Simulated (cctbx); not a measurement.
**Solving a structure by charge flipping**

Cell a = 6.9170 Å, b = 6.9170 Å, c = 3.6970 Å, α = 90.00°, β = 90.00°, γ = 120.00°; space group P-62m (no. 189); content Yb3 Rh1 Fe2 Mn3.

The data are simulated with cctbx, not measured: Mo Kα, λ = 0.71073 Å, to d = 0.6 Å, 95 % of the full sphere, strongest reflection 5000 counts, noise from counting, a 6 % proportional error and a noise floor of 8 counts (s.d.); no absorption.

Charge flipping in P1 on normalised amplitudes to 0.8 Å, δ = 0.9 σ, 20 % of the reflections treated as weak, 300 cycles:

```text
cycle      R  skewness
    0  0.551     0.28
   25  0.374     1.95
   50  0.365     2.34
   75  0.379     2.69
  100  0.400     3.50
  125  0.372     3.72
  150  0.384     3.65
  175  0.388     3.71
  200  0.387     3.96
  225  0.383     4.01
  250  0.384     3.96
  275  0.383     3.64
origin shift          correlation  skewness
 0.547  0.760  0.142      0.812      4.26
 0.515  0.342  0.092      0.819      2.47
 0.555  0.356 -0.008      0.806      1.12
 0.111  0.328  0.090      0.805      3.05
taken: symmetry correlation 0.812, skewness 4.26
peak      x       y       z  mult  height/sigma
Q1    0.0000  0.5943  0.5000    3     13.8
Q2    0.0000  0.0000  0.5000    1      7.3
Q3    0.0000  0.0000  0.2241    2      4.8
Q4    0.3333  0.6667  0.0000    2      3.7
Q5    0.0000  0.2710  0.0000    3      2.1
Q6    0.1893  0.6328  0.5000    6      1.8
Q7    0.1701  0.3547  0.5000    6      1.8
Q8    0.0000  0.7717  0.5000    3      1.8
Q9    0.0000  0.5500  0.1563    6      1.6
```

The origin is taken among those within 0.04 of the best correlation, by the skewness of the map.

It took 0.56 s on 1 thread of Arm Neoverse N1, on a shared host, peak memory 0.07 GiB.

**Question.** Which peaks are atoms, and which elements?

Heights go roughly as Z and multiplicities must add up to the content. First model: Q1 = Yb1 (3 in the cell, height 13.8), Q2 = Rh1 (1 in the cell, height 7.3), Q4 = Fe1 (2 in the cell, height 3.7) and Q5 = Mn1 (3 in the cell, height 2.1). Against the true structure, Q1 is Yb, Q2 is Rh, Q4 is Fe and Q5 is Mn; the other peaks are not atoms.

Least squares on F², isotropic:

```text
Rint 0.069, 311 unique reflections to 0.60 A
cycle     R1     wR2    GooF  max shift (A)
   1  0.2507  0.4934  13.344   0.19254
   2  0.0203  0.0472   1.276   0.00047
final R1 0.0203 wR2 0.0472 GooF 1.276  parameters 6  data/parameter 51.8
atom        x        y        z      Ueq    occ   su(xyz)  su(Uiso or U11)
Yb1    0.00000  0.58940  0.50000   0.0038  1.000  0.00006  0.0001
Rh1    0.00000  0.00000  0.50000   0.0039  1.000  0.00000  0.0002
Fe1    0.33333  0.66667  0.00000   0.0054  1.000  0.00000  0.0003
Mn1    0.00000  0.24323  0.00000   0.0050  1.000  0.00024  0.0003
difference map: max 2.89 min -5.17 rms 0.46
Q1    0.0621  0.6213  0.5000    6    3.17  0.37 A from Yb1
Q2    0.0000  0.7811  0.5000    3    2.07  1.33 A from Yb1
Q3    0.0000  0.0000  0.1489    2    1.78  1.30 A from Rh1
Q4    0.3333  0.6667  0.1160    4    1.67  0.43 A from Fe1
Q5    0.0884  0.7450  0.0000    6    1.29  1.54 A from Mn1
```

Anisotropic refinement:

```text
Rint 0.069, 311 unique reflections to 0.60 A
cycle     R1     wR2    GooF  max shift (A)
   1  0.0203  0.0472   1.289   0.00166
   2  0.0150  0.0339   0.927   0.00000
final R1 0.0150 wR2 0.0339 GooF 0.927  parameters 12  data/parameter 25.9
atom        x        y        z      Ueq    occ   su(xyz)  su(Uiso or U11)
Yb1    0.00000  0.58940  0.50000   0.0038  1.000  0.00005  0.0001
Rh1    0.00000  0.00000  0.50000   0.0040  1.000  0.00000  0.0002
Fe1    0.33333  0.66667  0.00000   0.0053  1.000  0.00000  0.0003
Mn1    0.00000  0.24347  0.00000   0.0046  1.000  0.00018  0.0004
Flack x: 0.007(18)
Hooft y: -0.004(17)  Bijvoet pairs: 128
difference map: max 1.65 min -1.83 rms 0.34
Q1    0.0000  0.7877  0.5000    3    1.75  1.37 A from Yb1
Q2    0.0000  0.0000  0.1522    2    1.50  1.29 A from Rh1
Q3    0.1065  0.7261  0.0000    6    1.25  1.64 A from Mn1
Q4    0.0000  0.1516  0.1786    6    1.17  0.92 A from Mn1
Q5    0.1356  0.3170  0.1715   12    1.15  1.03 A from Mn1
Q6    0.0000  0.4469  0.3061    6    1.12  1.22 A from Yb1
```

**Reading.** The refinement ends at R1 = 0.0150, wR2 = 0.0339, GooF = 0.93, with difference density between -1.83 and 1.65 e/Å³. Every site matches the true model in element, within 0.001 Å r.m.s., up to an allowed shift of origin or inversion. Flack x = 0.007 with s.u. 0.018: x is within 3 s.u. of 0, so the absolute structure is right.

True model:

| atom | mult. | x | y | z | Ueq (Å²) |
| --- | --- | --- | --- | --- | --- |
| Yb1 | 3 | 0.4105 | 0.4105 | 1/2 | 0.0039 |
| Rh1 | 1 | 0 | 0 | 1/2 | 0.0039 |
| Fe1 | 2 | 1/3 | 2/3 | 0 | 0.0054 |
| Mn1 | 3 | 0.7563 | 0.7563 | 0 | 0.0040 |

The model is made up (kin elements in a known structure type, no relaxation), so it says nothing on whether the phase exists.

[Middle refinement cycles are left out of these outputs.]

[Logs are printed without paths, hosts, clocks, repeated set-up lines and the standing remarks that a program may print on its own settings, such as how far it seeks lower states.]
